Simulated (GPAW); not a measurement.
# Ni3 Cu4 Ni3 001: which magnetic order is lowest, part 2 of 2

Wanted: the moments of Ni3 Cu4 Ni3 001 and the energy of each order that was tried.

GPAW 26.7.0; PBE; plane waves with GPAW's PAW setups, scalar-relativistic.

So far. Step 2 (Start 1: ferro ++++++): After 59 cycles the largest moment stands at 0.789 μB.

## (3) Start 2: antiferro +++---

An opposed order shows whether the pairs that it reverses prefer unlike signs.

The input, order2.py:

```python
import json
import numpy as np
from ase import Atoms
from ase.parallel import paropen, parprint
from gpaw import GPAW

atoms = Atoms(['Ni', 'Ni', 'Ni', 'Cu', 'Cu', 'Cu', 'Cu', 'Ni', 'Ni', 'Ni'],
    cell=[[2.556191, 0.0, 0.0],
         [0.0, 2.556191, 0.0],
         [0.0, 0.0, 27.56447]],
    scaled_positions=[[0.0, 0.0, 0.217672],
         [0.5, 0.5, 0.27819],
         [0.0, 0.0, 0.338709],
         [0.5, 0.5, 0.401726],
         [0.0, 0.0, 0.467242],
         [0.5, 0.5, 0.532758],
         [0.0, 0.0, 0.598274],
         [0.5, 0.5, 0.661291],
         [0.0, 0.0, 0.72181],
         [0.5, 0.5, 0.782328]],
    pbc=True,
    magmoms=[0.8, 0.8, 0.8, 0.0, 0.0, 0.0, 0.0, -0.8, -0.8, -0.8])
atoms.calc = GPAW(mode={'name': 'pw', 'ecut': 450},
    xc='PBE',
    kpts={'size': (20, 20, 1), 'gamma': True},
    occupations={'name': 'fermi-dirac', 'width': 0.05},
    convergence={'density': 1e-05, 'energy': 1e-05},
    maxiter=200,
    mixer={'name': 'pulay', 'beta': 0.03, 'nmaxold': 8, 'weight': 100},
    symmetry={'tolerance': 1e-4},
    txt='order2.txt')
e = atoms.get_potential_energy(force_consistent=True)
res = {'free_energy': e, 'energy_sigma0': atoms.get_potential_energy(), 'fermi_energy': atoms.calc.get_fermi_level()}
res['moments'] = atoms.get_magnetic_moments().tolist()
res['total'] = atoms.get_magnetic_moment()
parprint('site moments (muB):', np.round(res['moments'], 3))
parprint(f"total moment: {res['total']:.3f} muB")
parprint(f'free energy: {e:.6f} eV')
atoms.calc.write('order2.gpw')
with paropen('results.json', 'w') as f:
    json.dump(res, f)
```

The run is started by

```sh
$ OMP_NUM_THREADS=1 mpirun -n 4 gpaw python order2.py > order2.log
```

The log of the run:

```text
site moments (muB): [ 0.787  0.671  0.492 -0.003 -0.005  0.005  0.003 -0.492 -0.671 -0.787]
total moment: 0.000 muB
free energy: -56.234374 eV

--- order2.txt ---
Input parameters:
  mode=PW(ecut=450),
  convergence={'density': 1e-05, 'energy': 1e-05},
  kpts=MonkhorstPack(size=(20, 20, 1), gamma=True),
  maxiter=200,
  mixer=Pulay(name='pulay', nmaxold=8, beta=0.03, weight=100, sigma=0.015, g_ss=None),
  occupations=Occupations(name='fermi-dirac', width=0.05),
  symmetry=Symmetry(tolerance=0.0001),
  xc=XC(name='PBE')

Diagonalizing LCAO Hamiltonian
Converting LCAO to pw mode
   .-----.
  /|     |
 * |     |
 | |     |
 | |     |
 | |     |
 | |     |
 | |     |
 | | Ni  |
 | |     |
 | |     |
 Ni|     |
 | |     |
 | | Ni  |
 | |     |
 | |     |
 Cu|     |
 | | Cu  |
 | |     |
 | |     |
 Cu|     |
 | | Cu  |
 | |     |
 | |     |
 Ni|     |
 | |     |
 | | Ni  |
 | |     |
 | |     |
 Ni|     |
 | |     |
 | |     |
 | |     |
 | |     |
 | .-----.
 |/     /
 *-----*

Atoms  # Å, Bohr magnetons
|   | symbol |        x |        y |         z |    initial magnetic moments |
|---|--------|----------|----------|-----------|-----------------------------|
| 0 |     Ni | 0.000000 | 0.000000 |  6.000013 | ( 0.0000,  0.0000,  0.8000) |
| 1 |     Ni | 1.278096 | 1.278096 |  7.668160 | ( 0.0000,  0.0000,  0.8000) |
| 2 |     Ni | 0.000000 | 0.000000 |  9.336334 | ( 0.0000,  0.0000,  0.8000) |
| 3 |     Cu | 1.278096 | 1.278096 | 11.073364 | ( 0.0000,  0.0000,  0.0000) |
| 4 |     Cu | 0.000000 | 0.000000 | 12.879278 | ( 0.0000,  0.0000,  0.0000) |
| 5 |     Cu | 1.278096 | 1.278096 | 14.685192 | ( 0.0000,  0.0000,  0.0000) |
| 6 |     Cu | 0.000000 | 0.000000 | 16.491106 | ( 0.0000,  0.0000,  0.0000) |
| 7 |     Ni | 1.278096 | 1.278096 | 18.228136 | ( 0.0000,  0.0000, -0.8000) |
| 8 |     Ni | 0.000000 | 0.000000 | 19.896310 | ( 0.0000,  0.0000, -0.8000) |
| 9 |     Ni | 1.278096 | 1.278096 | 21.564457 | ( 0.0000,  0.0000, -0.8000) |

Unit cell  # Å
| periodic |        x |        y |         z |   lengths |    angles |
|----------|----------|----------|-----------|-----------|-----------|
|      yes | 2.556191 | 0.000000 |  0.000000 |  2.556191 | 90.000000 |
|      yes | 0.000000 | 2.556191 |  0.000000 |  2.556191 | 90.000000 |
|      yes | 0.000000 | 0.000000 | 27.564470 | 27.564470 | 90.000000 |

Number of symmetries: 8

BZ-sampling:
  Number of BZ points: 400
  Number of IBZ points: 66

  Monkhorst-Pack size: [20, 20, 1]
  Monkhorst-Pack shift: [0.025, 0.025, 0.0]

Plane wave coefficients: 3950
Cutoff: 450.000000 eV

Spin-components: 2 (collinear spins)
Bands:           88
Projectors:      60
Spin-degeneracy: 1
Datatype:        complex128

Parallelization:
  kpt:    4
  domain: 1
  band:   1

Density:
  Valence electrons: 140.0
  Components: 2
  Grid points: [ 14  14 135]
  Charge: 0.0  # |e|

Potential:
  Grid points: [ 14  14 135]

[... setups left out ...]
Reference energy: -428293.798048  # eV

eigensolver:
  PPCG
  Converge bands: occupied
  niter=2

density mixing:
  Pulay-Mixer
  Linear mixing parameters: 0.03
  Old densities: 8
  Fourier metric: weight=100, sigma=0.015

occupation numbers:
  Fermi-Dirac:
    width: 0.0500  # eV

poisson solver:
  ecut: 3600.000000  # eV

xc functional:
  name: PBE with 2 nearest neighbor stencil

convergence criteria:
- Maximum integral of absolute [dens]ity change: 1e-05 electrons / valence electron
- Maximum [total energy] change in last 3 cyles: 1e-05 eV / valence electron
- Maximum integral of absolute [eigenst]ate change: 4e-08 eV^2 / valence electron
maximum number of iterations: 200

SCF iterations
|iter     |      energy | eigst |  dens |  magmom |
|---------|-------------|-------|-------|---------|
|iter:   1|       0s |  -85.974000 | +0.60 |       |  +0.0000|
|iter:   2|      24s | -126.199521 | +0.73 | -0.71 |  -0.0000|
|iter:   3|      48s |  -61.893401 | -0.35 | -0.67 |  -0.0000|
|iter:   4|      72s |  -58.822721 | -1.32 | -1.06 |  -0.0000|
|iter:   5|      96s |  -57.484350 | -1.75 | -1.21 |  +0.0000|
|iter:   6|     121s |  -56.821261 | -1.21 | -1.33 |  -0.0000|
|iter:   7|     145s |  -56.343690 | -2.08 | -1.37 |  +0.0000|
|iter:   8|     169s |  -56.167928 | -2.02 | -1.50 |  -0.0000|
|iter:   9|     193s |  -56.080703 | -2.61 | -1.60 |  +0.0000|
|iter:  10|     217s |  -56.190275 | -2.10 | -1.70 |  -0.0000|
[... 37 iterations left out ...]
|iter:  48|    1050s |  -56.193769c| -7.99c| -4.45 |  +0.0000|
|iter:  49|    1073s |  -56.193765c| -7.75c| -4.49 |  +0.0000|
|iter:  50|    1083s |  -56.193764c| -8.30c| -4.62 |  +0.0000|
|iter:  51|    1094s |  -56.193763c| -8.22c| -4.65 |  +0.0000|
|iter:  52|    1105s |  -56.193764c| -7.86c| -4.67 |  +0.0000|
|iter:  53|    1116s |  -56.193764c| -8.41c| -4.70 |  +0.0000|
|iter:  54|    1126s |  -56.193765c| -7.83c| -4.72 |  +0.0000|
|iter:  55|    1137s |  -56.193763c| -7.71c| -4.80 |  +0.0000|
|iter:  56|    1148s |  -56.193763c| -8.07c| -4.97 |  +0.0000|
|iter:  57|    1158s |  -56.193762c| -8.28c| -5.01c|  +0.0000|

Converged in 57 steps
Energy contributions relative to reference atoms: (reference = -428293.798048)

Energy contributions:
  Kinetic:         -15.013516
  Coulomb:          14.394487
  Zero:              1.223888
  External:          0.000000
  Xc:              -56.758009
  Entropy:          -0.081223
  Spinorbit:         0.000000
  ----------------------------
  Free energy:     -56.234374
  Extrapolated:    -56.193762

dipole moment: (-26.787604, -26.787604, 0.000022)  # |e|*Ang

Total magnetic moment: (0.000000, 0.000000, 0.000001)

Local magnetic moments
|        x |        y |         z |
|----------|----------|-----------|
| 0.000000 | 0.000000 |  0.786733 |  # Ni   0
| 0.000000 | 0.000000 |  0.671151 |  # Ni   1
| 0.000000 | 0.000000 |  0.491590 |  # Ni   2
| 0.000000 | 0.000000 | -0.003424 |  # Cu   3
| 0.000000 | 0.000000 | -0.004549 |  # Cu   4
| 0.000000 | 0.000000 |  0.004549 |  # Cu   5
| 0.000000 | 0.000000 |  0.003424 |  # Cu   6
| 0.000000 | 0.000000 | -0.491588 |  # Ni   7
| 0.000000 | 0.000000 | -0.671151 |  # Ni   8
| 0.000000 | 0.000000 | -0.786734 |  # Ni   9

Fermi level: 3.405
Eigenvalues  # (at kpt = [-0.000, -0.000, 0.000])
| band index |      eig [eV] | occ [0-1] |      eig [eV] | occ [0-1] |
|------------|---------------|-----------|---------------|-----------|
|          0 |       -60.720 |     1.000 |       -60.720 |     1.000 |
|        ... |               |           |               |           |
|         65 |         2.754 |     1.000 |         2.754 |     1.000 |
|         66 |         2.834 |     1.000 |         2.834 |     1.000 |
|         67 |         2.834 |     1.000 |         2.834 |     1.000 |
|         68 |         2.868 |     1.000 |         2.868 |     1.000 |
|         69 |         2.894 |     1.000 |         2.894 |     1.000 |
|         70 |         2.894 |     1.000 |         2.894 |     1.000 |
|         71 |         2.919 |     1.000 |         2.919 |     1.000 |
|         72 |         3.232 |     0.970 |         3.232 |     0.970 |
|         73 |         3.581 |     0.029 |         3.581 |     0.029 |
|         74 |         3.672 |     0.005 |         3.672 |     0.005 |
|         75 |         3.672 |     0.005 |         3.672 |     0.005 |
|         76 |         3.855 |     0.000 |         3.855 |     0.000 |
|         77 |         5.203 |     0.000 |         5.203 |     0.000 |
|         78 |         5.680 |     0.000 |         5.680 |     0.000 |
|         79 |         8.059 |     0.000 |         8.059 |     0.000 |
|         80 |         8.839 |     0.000 |         8.839 |     0.000 |
|        ... |               |           |               |           |
|         87 |        16.807 |     0.000 |        16.807 |     0.000 |

No gap
No difference between direct/indirect transitions
```

Elapsed: 20 min, on 4 MPI ranks of Arm Neoverse V1, shared host; peak memory 1.7 GiB; 80 min of CPU time.

Spin moment in the augmentation sphere by atom:

```tsv
atom	spin moment in the augmentation sphere (μB)
Ni1	0.787
Ni2	0.671
Ni3	0.492
Cu4	-0.003
Cu5	-0.004
Cu6	0.004
Cu7	0.003
Ni8	-0.492
Ni9	-0.671
Ni10	-0.787
```

Numbers from this step:

| Property | Result |
| --- | --- |
| magnetization | 0 μB |
| final state | antiferromagnetic |

It lies level with the first start, and its largest moment is 0.787 μB against 0.789 μB.

## (4) Ranking

Energies are divided by the number of seeded atoms, so that cells of unlike size compare.

Orders:

```tsv
start	final state	typed order kept	energy over the lowest (meV a seeded atom)	largest site moment (μB)	net moment (μB a primitive cell)	mesh matched	CPU time (s)
ferro ++++++	ferromagnetic	yes	0.01761	0.7885	3.656	yes	5347
antiferro +++---	antiferromagnetic	yes	0	0.7867	0	yes	4790
```

## (5) What came out

| Property | Result |
| --- | --- |
| lowest state found | antiferromagnetic (typed antiferro +++---) |
| largest site moment | 0.787 μB |
| next state | ferromagnetic, 0.0176 meV a seeded atom higher |

**Reading.** The lowest state found is antiferromagnetic, reached from the start antiferro +++---, with moments up to 0.787 μB. The two lowest states lie so close that the mesh, the functional or spin–orbit coupling could swap them. Only 2 starts were tried; other collinear patterns, canted and longer-period orders were not.

[Long decimals in the printed logs are rounded to 6 places.]

[Logs and program files are shortened in this print: banners, set-up blocks, solver, clock and traceback lines can be left out without a mark of their own.]

[Logs are printed without paths, hosts, clocks, repeated set-up lines and the standing remarks that a program may print on its own settings, such as how far it seeks lower states.]

[Hosts, paths, dates, database ids (printed as entryN), source tags and the programs' standing remarks are cut or masked in the printed files.]

[Where the starting crystal was built by hand or by swapping elements, it need not be the compound's stable phase.]

[Where a cell is said to come from a database of computed structures, the database is the Materials Project.]

[Runs that the program refused, that were killed for memory or that had too few empty states are not shown or counted.]

[Lattice constants of own cells that a recipe calls measured were typed without a cited source.]
